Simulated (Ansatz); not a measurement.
# SiC (P6_3mc):Cu_i (void), thermodynamic levels from a 108-atom cell

Aim: at which Fermi levels does Cu_i (void) in SiC (P6_3mc) change its charge? The model is a cell of 108 host atoms with 1 Cu put in.

Calculated with Ansatz 0.2.0; place-levels on r2SCAN runs: charge-transition levels and formation energies with image-charge correction and potential alignment at the atomic sites; PAW set soft_1.

Experimental background.

“Charge spill-out and work function of few-layer graphene on SiC(0001)” (2018, arxiv:1806.04908) quotes from earlier work for SiC, 6H (bulk crystal, literature): band gap (indirect gap, experimental literature value) 3.03 eV [Literature value cited in passing in the theory part; temperature and measurement method …].

**1. The structure**

The cell holds 109 atoms: 54 Si, 54 C and 1 Cu. Its edges and angles: a = 9.236 Å, b = 9.236 Å, c = 15.108 Å, α = 90.0°, β = 90.0°, γ = 120.0°. It derives from SiC (space group P6_3mc). Nearest the centre at fractional (0.111, 0.222, 0.437): Cu109 at 0.00 Å, Si5 at 2.01 Å, Si53 at 2.01 Å, Si17 at 2.01 Å, C8 at 2.01 Å, C56 at 2.01 Å, C20 at 2.01 Å, Si74 at 2.37 Å.

Known beforehand: the electronic dielectric constant, (7.09, 7.09, 7.35), and the static one, (10.43, 10.43, 10.95), computed on the host (DFPT, PBEsol, on the r2SCAN cell), and a cell off the functional's own equilibrium shifts the ionic part.

The cell's shortest repeat is 9.2 Å.

**2. What was run first**

A transition level is the Fermi level at which two charge states cost the same, so each charge needs its own total energy, at its own relaxed structure.

Random displacements of about 0.05 Å break the site symmetry at the start, so that the relaxation can reach a distorted minimum if there is one. Forces are taken at one point at (¼, ¼, ¼). The cell holds 1 electron fewer than the neutral one, with a uniform background that keeps it neutral on the whole.

The sampling was tested on the host first: at the k-points planned (1x1x1 shifted 0.25 0.25 0.25) its energy lies -0.041 eV an atom from the dense-mesh value, a large miss, so this sampling is coarse for the host.

One state's input; the others differ in charge, spin, start and seed, and in occupations where the table says so.

File qp1.relax/input.yaml:

```yaml
crystal:
  lattice:
    - [9.23599493, 0.0, 0.0]
    - [-4.61799746, 7.99860624, 0.0]
    - [0.0, 0.0, 15.1078644]
  atoms:
    - { symbol: Si, position: [0.11111111, 0.22222222, 0.8329854] }
    - { symbol: Si, position: [0.22222222, 0.11111111, 0.3329854] }
[... 2 atom lines left out ...]
    - { symbol: Si, position: [0.0, 0.0, 0.49972248] }
[... 2 atom lines left out ...]
    - { symbol: C, position: [0.0, 0.0, 0.37436694] }
[... 2 atom lines left out ...]
    - { symbol: C, position: [0.22222222, 0.11111111, 0.54152848] }
[... 2 atom lines left out ...]
    - { symbol: Si, position: [0.22222222, 0.44444444, 0.3329854] }
[... 2 atom lines left out ...]
    - { symbol: Si, position: [0.0, 0.33333333, 0.49972248] }
[... 2 atom lines left out ...]
    - { symbol: C, position: [0.0, 0.33333333, 0.37436694] }
[... 2 atom lines left out ...]
    - { symbol: C, position: [0.22222222, 0.44444444, 0.54152848] }
[... 17 atom lines left out ...]
    - { symbol: Si, position: [0.33333333, 0.0, 0.49972248] }
[... 2 atom lines left out ...]
    - { symbol: C, position: [0.33333333, 0.0, 0.37436694] }
[... 8 atom lines left out ...]
    - { symbol: Si, position: [0.33333333, 0.33333333, 0.49972248] }
[... 2 atom lines left out ...]
    - { symbol: C, position: [0.33333333, 0.33333333, 0.37436694] }
[... 8 atom lines left out ...]
    - { symbol: Si, position: [0.33333333, 0.66666667, 0.49972248] }
[... 2 atom lines left out ...]
    - { symbol: C, position: [0.33333333, 0.66666667, 0.37436694] }
[... 5 atom lines left out ...]
    - { symbol: Si, position: [0.88888889, 0.11111111, 0.3329854] }
[... 2 atom lines left out ...]
    - { symbol: Si, position: [0.66666667, 0.0, 0.49972248] }
[... 2 atom lines left out ...]
    - { symbol: C, position: [0.66666667, 0.0, 0.37436694] }
[... 2 atom lines left out ...]
    - { symbol: C, position: [0.88888889, 0.11111111, 0.54152848] }
[... 14 atom lines left out ...]
    - { symbol: Si, position: [0.88888889, 0.77777778, 0.3329854] }
[... 10 atom lines left out ...]
    - { symbol: Cu, position: [0.111111, 0.222222, 0.437048] }
  host:
    repeats: [3, 3, 1]
    atoms:
      - { symbol: Si, position: [0.33333333, 0.66666667, 0.8329854] }
      - { symbol: Si, position: [0.66666667, 0.33333333, 0.3329854] }
      # ... 10 more atoms of the perfect host
total_charge: 1
basis:
  ecutwfc: 500
  xc_grid: 2
hamiltonian:
  xc: r2scan
  pseudopotentials: { kind: paw, azcp: { folder: soft_1 } }
kpoints:
  mp_grid: { grid: [1, 1, 1], shift: [0.25, 0.25, 0.25] }
scf:
  occupations: { method: fixed }
  max_iter: 60
output:
  forces: true
  charged_corrections:
    epsilon: [7.09, 7.09, 7.35]
    static_epsilon: [10.43, 10.43, 10.95]
    defect_position: [0.111111, 0.222222, 0.437048]
relax:
  f_tol: 0.02
  max_steps: 80
  random_displacement: { amplitude: 0.05, seed: 646 }
checkpoint:
  write: "../qp1.relax.run"
  compress: false
  write_wavefunctions: true
  write_every: 100000
```

Command:

```console
$ ansatz run input.yaml --threads 4 --pin off --max-ram 15073MiB --backend cpu --events-out ev --progress --plain --runs-dir out
```

The relaxed structure is kept and the sampling changed to a 2×2×2 shifted mesh.

The run of this state that the levels use, under r2SCAN:

File qp1.point/input.yaml:

```yaml
crystal:
  checkpoint: "../qp1.relax.run"
  host: checkpoint
total_charge: 1
basis:
  ecutwfc: 500
  xc_grid: 2
hamiltonian:
  xc: r2scan
  pseudopotentials: { kind: paw, azcp: { folder: soft_1 } }
kpoints:
  mp_grid: { grid: [2, 2, 2], shift: [0.5, 0.5, 0.5] }
scf:
  occupations: { method: fermi_dirac, width: 0.01 }
  max_iter: 60
output:
  forces: true
  eigenvalues: true
  charged_corrections:
    epsilon: [7.09, 7.09, 7.35]
    static_epsilon: [10.43, 10.43, 10.95]
    defect_position: [0.111111, 0.222222, 0.437048]
  eigenstates: { localisation: true }
  populations: true
  band_densities: [{ bands: [v1, v1] }, { bands: [c1, c1] }]
  write_density: true
  write_potential: true
  volumetric_format: npy
checkpoint:
  read: "../qp1.relax.run"
  write: "../qp1.point.run"
  compress: false
  write_wavefunctions: false
  write_every: 100000
```

Relaxations under r2SCAN at one point at (¼, ¼, ¼); times on 4 threads of Arm Neoverse V1, shared host:

| charge | moment (μB) | occupations | outcome | steps | largest displacement against the far atoms (Å) | time |
| --- | --- | --- | --- | --- | --- | --- |
| 0 | 1 | fixed | converged | 7 | 0.42 | 9.5 min |
| +1 | 0 | fixed | converged | 10 | 0.35 | 5.2 min |
| +2 | 1 | fixed | converged | 8 | 0.34 | 11 min |

Single points under r2SCAN at a 2×2×2 shifted mesh; times on 4 threads of Arm Neoverse V1, shared host:

| charge | moment (μB) | occupations | outcome | time |
| --- | --- | --- | --- | --- |
| 0 | 1 | fermi-dirac | converged | 8.8 min |
| +1 | 0 | fermi-dirac | converged | 3.7 min |
| +2 | 1 | fermi-dirac | converged | 12 min |

Distances (Å) from Cu109 to the nearest atoms after relaxation with r2SCAN:

| charge | moment (μB) | 1. | 2. | 3. | 4. | 5. | 6. |
| --- | --- | --- | --- | --- | --- | --- | --- |
| 0 | 1 | C 1.94 | C 1.94 | C 1.94 | Si 2.24 | Si 2.25 | Si 2.25 |
| +1 | 0 | C 1.95 | C 1.95 | C 1.95 | Si 2.27 | Si 2.28 | Si 2.28 |
| +2 | 1 | C 1.95 | C 1.95 | C 1.95 | Si 2.29 | Si 2.29 | Si 2.29 |

**3. Levels against the band edges, r2SCAN**

A charged cell interacts with its images and the background, and its potential has another zero than the host's. place-levels removes the first by a point-charge model, screened by the static dielectric constant since the ions have relaxed around the charge, and the second by comparing potentials at atoms far from the defect.

The host is a run of the defect-free crystal in the same cutoffs, grids and k-points, so that basis and sampling errors cancel in part in the differences. The host is run in a cell of 12 atoms on a matching mesh. Its band edges are searched through the zone by a band path, so the gap is smaller than, or equal to, that on the mesh. Chemical potentials are energies per atom of Cu (fcc), run with the same functional and cutoff.

File levels.point.yaml:

```yaml
host:
  run: host.point.run
states: [q0_M1.point.run, qp1.point.run, qp2_M1.point.run]
geometry_from:
  q0_M1.point.run: q0_M1.relax.run
  qp1.point.run: qp1.relax.run
  qp2_M1.point.run: qp2_M1.relax.run
  host.point.run: host.relax.run
chemical_potentials:
  Cu:
    energy: -6631.253193
    dataset: "<sha256 of the dataset>"
epsilon: [7.09, 7.09, 7.35]
static_epsilon: [10.43, 10.43, 10.95]
vertical:
  - { from: qp1.point.run, to: qp1.point_neutral.run }
  - { from: qp2_M1.point.run, to: qp2_M1.point_neutral.run }
```

Command:

```console
$ ansatz place-levels levels.point.yaml -- --threads 4 --pin off --max-ram 15073MiB
```

Numbers of over 12 decimals in the logs are rounded to 6 here.

Log:

```text
[... repeated set-up lines and file paths are left out, and long positions are rounded to six places ...]
(+2/+1) 0.000 eV above the valence edge (-0.432 eV without the band-filling correction), 2.368 eV under the conduction edge
(+1/0) 2.395 eV above the valence edge, in the conduction band
formation energy of charge +2: +4.066 eV with the Fermi level at the valence edge
formation energy of charge +1: +4.066 eV with the Fermi level at the valence edge
formation energy of charge 0: +6.461 eV with the Fermi level at the valence edge
vertical +1 to 0: no energy, since no alignment is typed
  the change from vertical[0].from (qp1.point.run) to vertical[0].to (qp1.point_neutral.run): by its potential at epsilon [7.09, 7.09, 7.35] it stands at 0.071 0.262 0.522, with an rms radius of about 5.5 Å (2.8 2.8 3.8 Å across the planes of the cell's [...]
vertical +2 to 0: no energy, since no alignment is typed
  the change from vertical[1].from (qp2_M1.point.run) to vertical[1].to (qp2_M1.point_neutral.run): by its potential at epsilon [7.09, 7.09, 7.35] it stands at 0.051 0.281 0.501, with an rms radius of about 6.5 Å (2.9 2.9 4.9 Å across the planes of the cell's [...]
  edges by r2scan, gap 2.368 eV; the host is sampled to repeats of 18.47 Å
  the defect's cells are sampled to repeats of 18.47 Å, like sampling
  charge +2: -54777.5557 eV with its correction of +0.898 eV, at epsilon [10.43, 10.43, 10.95], aligned at sites: +0.1158 eV, mean over 76 atomic sites at or beyond 4.62 Å from the defect at [0.1111, 0.2222, 0.4370], with +0.000017 for the charge's moments [...]
  states[2] (qp2_M1.point.run): levels filled in part (TS 0.007 eV): its energy is of no whole electron's
  charge +1: -54768.5540 eV with its correction of +0.371 eV, at epsilon [10.43, 10.43, 10.95], aligned at sites: +0.2048 eV, mean over 76 atomic sites at or beyond 4.62 Å from the defect at [0.1111, 0.2222, 0.4370], with +0.000010 for the charge's moments [...]
  charge 0: -0.003 eV for its dipole among its images, +0.000 omitted
  of states[2] (qp2_M1.point.run): it parts from the run at its places by a charge that spreads by about 2.9 Å along one vector (1.4 Å or more is wide), by its potential at epsilon [7.09, 7.09, 7.35], taken for that of held ions (one typed too small widens [...]
  of states[1] (qp1.point.run): how wide its charge is, is not read beside other atoms or cores, and a band state would take no correction. [...]
  of states[0] (q0_M1.point.run): its alignment with the host at atomic sites is doubtful: the mean over the far sites moves by -0.0687 eV from their farther parts to their nearer, more than 0.05 eV. [...]
  of vertical[0].from (qp1.point.run): it parts from the run at its places by a charge that spreads by about 2.8 Å along one vector (1.4 Å or more is wide), by its potential at epsilon [7.09, 7.09, 7.35], taken for that of held ions (one typed too small [...]
  vertical[0].to (qp1.point_neutral.run): levels filled in part (TS 0.002 eV): its energy is of no whole electron's
  of vertical[0].to (qp1.point_neutral.run): its moments are held at its close (magnetization.spin_locking), by a field of 0.039 eV a Bohr magneton, and its energy and levels are of the state that this holds: a run that lets them go can end lower; [...]
  vertical[1].from (qp2_M1.point.run): levels filled in part (TS 0.007 eV): its energy is of no whole electron's
  of vertical[1].from (qp2_M1.point.run): its sublattices stand up to 0.0271 Å off the host's, which by the two runs' forces adds about +0.01 eV to its energy against the host's, and moves the band edges: relax the crystal first, and build the cells on it; [...]
  vertical[1].to (qp2_M1.point_neutral.run): levels filled in part (TS 0.003 eV): its energy is of no whole electron's
  of vertical[1].to (qp2_M1.point_neutral.run): its moments are held at its close (magnetization.spin_locking), by a field of 0.038 eV a Bohr magneton, and its energy and levels are of the state that this holds: a run that lets them go can end lower; [...]
```

Elapsed: 0.45 s, on 4 threads of Arm Neoverse V1, shared host.

Levels between the charges placed, in eV above the valence top:

|  | gap (eV) | (+2/+1) | (+1/0) |
| --- | --- | --- | --- |
| r2SCAN | 2.37 | 0.00 | 2.40 |

Corrections by state:

| charge | moment (μB) | image terms and alignment (eV) | band filling (eV) | ε used | over the lowest of its charge, as the program ranks them, band filling apart (eV) |
| --- | --- | --- | --- | --- | --- |
| +2 | 1.0 | 0.898 | -0.432 | principal values (10.43, 10.43, 10.95) | 0.000 |
| +1 | 0.0 | 0.371 | - | principal values (10.43, 10.43, 10.95) | 0.000 |
| 0 | 1.0 | -0.003 | - | - | 0.000 |

The charged structures listed were also run neutral, and place-levels reads from each pair, by the potential or the spins, how wide the charge is by which they differ; that can be the carrier of either run.

| charge | rms radius (Å) | spread where it is widest against the cell (Å) | wide from (Å) | reading |
| --- | --- | --- | --- | --- |
| +2 | 6.5 | 2.95 | 1.39 | wide |
| +1 | 5.5 | 2.79 | 1.39 | wide |

The neutral runs of these pairs need not share the spin of the lowest neutral state, and very wide values only mean spread over the cell.

From the program's caveats on the states, each cut to its opening words:

- charge +2 (1 μB): it parts from the run at its places by a charge that spreads by about 2.9 Å along one vector (1.4 Å or more is wide), by its potential at epsilon [7.09, 7.09, [...]
- charge +2 (1 μB): a band-filling correction moves a carrier to the host's band edge, which changes its energy by -0.432 eV
- charge +2 (1 μB): its alignment with the host at atomic sites is doubtful: the mean over the far sites moves by +0.1143 eV from their farther parts to their nearer, more than [...]
- charge +2 (1 μB): its sublattices stand up to 0.0271 Å off the host's, which by the two runs' forces adds about +0.01 eV to its energy against the host's, and moves the band [...]
- charge +2 (1 μB): its moments are held at its close (magnetization.spin_locking), by a field of 0.060 eV a Bohr magneton, and its energy and levels are of the state that this [...]
- charge +2 (1 μB), 0 (1 μB): flagged: stability check not made
- charge +1: how wide its charge is, is not read beside other atoms or cores, and a band state would take no correction
- charge 0 (1 μB): its alignment with the host at atomic sites is doubtful: the mean over the far sites moves by -0.0687 eV from their farther parts to their nearer, more than [...]
- charge 0 (1 μB): its sublattices stand up to 0.0269 Å off the host's, which by the two runs' forces adds about +0.02 eV to its energy against the host's, and moves the band [...]

The host's formation energy from the elements is -0.356 eV per atom; it sets how far the chemical potentials can move.

Limit set by the element alone; other compounds of these elements are not counted. Chemical potentials from the elements' reference states: C 0.00 eV, Si -0.71 eV, Cu 0.00 eV. Formation energy by charge state (C-rich; gap 2.37 eV):

| charge | at valence top (eV) | at conduction bottom (eV) | correction included (eV) |
| --- | --- | --- | --- |
| +2 | 4.07 | 8.80 | 0.47 |
| +1 | 4.07 | 6.43 | 0.37 |
| 0 | 6.46 | 6.46 | 0.00 |

Fermi level (eV), lowest formation energy (eV) and a bar from the least value:
```
     0.00       4.07 
     0.22       4.28 ###
     0.43       4.50 #####
     0.65       4.71 ########
     0.86       4.93 ###########
     1.08       5.14 ##############
     1.29       5.36 ################
     1.51       5.57 ###################
     1.72       5.79 ######################
     1.94       6.00 #########################
     2.15       6.22 ###########################
     2.37       6.43 ##############################
```

Limit set by the element alone; other compounds of these elements are not counted. Chemical potentials from the elements' reference states: Si 0.00 eV, C -0.71 eV, Cu 0.00 eV. Formation energies (Si-rich), with the Fermi level at the valence top and at the conduction bottom (gap 2.37 eV):

| charge | at valence top (eV) | at conduction bottom (eV) | correction included (eV) |
| --- | --- | --- | --- |
| +2 | 4.07 | 8.80 | 0.47 |
| +1 | 4.07 | 6.43 | 0.37 |
| 0 | 6.46 | 6.46 | 0.00 |

Fermi level (eV), lowest formation energy (eV) and a bar from the least value:
```
     0.00       4.07 
     0.22       4.28 ###
     0.43       4.50 #####
     0.65       4.71 ########
     0.86       4.93 ###########
     1.08       5.14 ##############
     1.29       5.36 ################
     1.51       5.57 ###################
     1.72       5.79 ######################
     1.94       6.00 #########################
     2.15       6.22 ###########################
     2.37       6.43 ##############################
```

**4. The same at the relaxations' own k-points**

The relaxations' own energies give the levels at their sampling, for comparison.

File levels.relax_mesh.yaml:

```yaml
host:
  run: host.relax.run
states: [q0_M1.relax.run, qp1.relax.run, qp2_M1.relax.run]
chemical_potentials:
  Cu:
    energy: -6631.253193
    dataset: "<sha256 of the dataset>"
```

Command:

```console
$ ansatz place-levels levels.relax_mesh.yaml -- --threads 4 --pin off --max-ram 15073MiB
```

Log:

```text
(+2/+1) 0.020 eV beneath the valence edge (-0.562 eV without the band-filling correction), in the valence band
(+1/0) 2.423 eV above the valence edge, in the conduction band
formation energy of charge +2: +4.074 eV with the Fermi level at the valence edge
formation energy of charge +1: +4.053 eV with the Fermi level at the valence edge
formation energy of charge 0: +6.476 eV with the Fermi level at the valence edge
  edges by r2scan, gap 2.378 eV; the host is sampled to repeats of 16.00 Å
[... the lines on each state left out ...]
```

Wall time 0.13 s (4 threads).

Levels between neighbouring charges, in eV above the valence top:

|  | gap (eV) | (+2/+1) | (+1/0) |
| --- | --- | --- | --- |
| one point at (¼, ¼, ¼) | 2.38 | -0.02 | 2.42 |
| a 2×2×2 shifted mesh | 2.37 | 0.00 | 2.40 |

Going from one point at (¼, ¼, ¼) to a 2×2×2 shifted mesh moves the levels that carry no band-filling term by up to 0.03 eV and formation energies against the elements by up to 0.01 eV; band-filling terms, which differ between samplings, are in these energies.

**5. Outcome**

```json
{"gap of the host": "2.37 eV (r2SCAN)", "level (plus 2/plus 1)": "0.00 eV above the valence top (-0.43 eV above the valence top without the band-filling term)", "level (plus 1/0)": "2.40 eV above the valence top, past the conduction bottom", "lowest of the charges placed, just above the valence top (0.02 eV)": "+1", "lowest of the charges placed, just below the conduction bottom (0.02 eV)": "+1", "lowest formation energy at mid-gap of the charges run, C-rich": "5.25 eV", "lowest formation energy at mid-gap of the charges run, Si-rich": "5.25 eV"}
```

Of the charges placed (0, +1 and +2), +1 is the lowest from 0.02 eV above the valence top to 0.02 eV below the conduction bottom, a gap of 2.37 eV. (+1/0) lies 0.03 eV from a band edge, less than the doubt on such levels. Charges below 0 were not placed, so these runs say nothing of levels that involve them. States placed: +2 at 1 μB; +1 at 0 μB; 0 at 1 μB. Other spin states or structures, where not listed, weren't placed. The program finds carriers beyond a band edge of the host and adds a band-filling term at charge +2 (-0.43 eV); steps to such a charge show no bound level, and a defect level inside a band would be read the same way. Cu is taken at its element; compounds, which aren't counted here, bound the chemical potentials and would shift these formation energies. Going from one point at (¼, ¼, ¼) to a 2×2×2 shifted mesh moves the levels that carry no band-filling term by up to 0.03 eV and formation energies against the elements by up to 0.01 eV; band-filling terms, which differ between samplings, are in these energies. The program doubts the alignment of potentials for at least one state, a sign that the cell is small. What this leaves open: r2SCAN makes the gap too small and tends to spread out bound carriers; force components of up to 0.21 eV/Å remain in a run at the final settings.

Comparison with the measured values:

| quantity | measured | r2SCAN |
| --- | --- | --- |
| band gap (least gap of the host) (eV) | 3.03 | 2.37 (-0.66 eV) |

Measured values from arxiv:1806.04908 (2018).

How well it matches: The band gap is off by -0.66 eV: a clear miss. Local and semilocal functionals usually give gaps below the measured ones. Zero-point and thermal motion shift the measured gap.

[Logs are printed without paths, hosts, clocks, repeated set-up lines and the standing remarks that a program may print on its own settings, such as how far it seeks lower states.]

[Hosts, paths, dates, database ids (printed as entryN), source tags and the programs' standing remarks are cut or masked in the printed files.]

[Where a table of states has a column of steps, it counts the stored structures, which are thinned; the runs took as many ionic steps or more.]

[A defect's name tells the site on which it was built; relaxed atoms can leave that site.]

[For some hosts the program warned that the k-mesh of the response run may be too coarse for force constants and the static dielectric constant; such warnings are not shown here.]
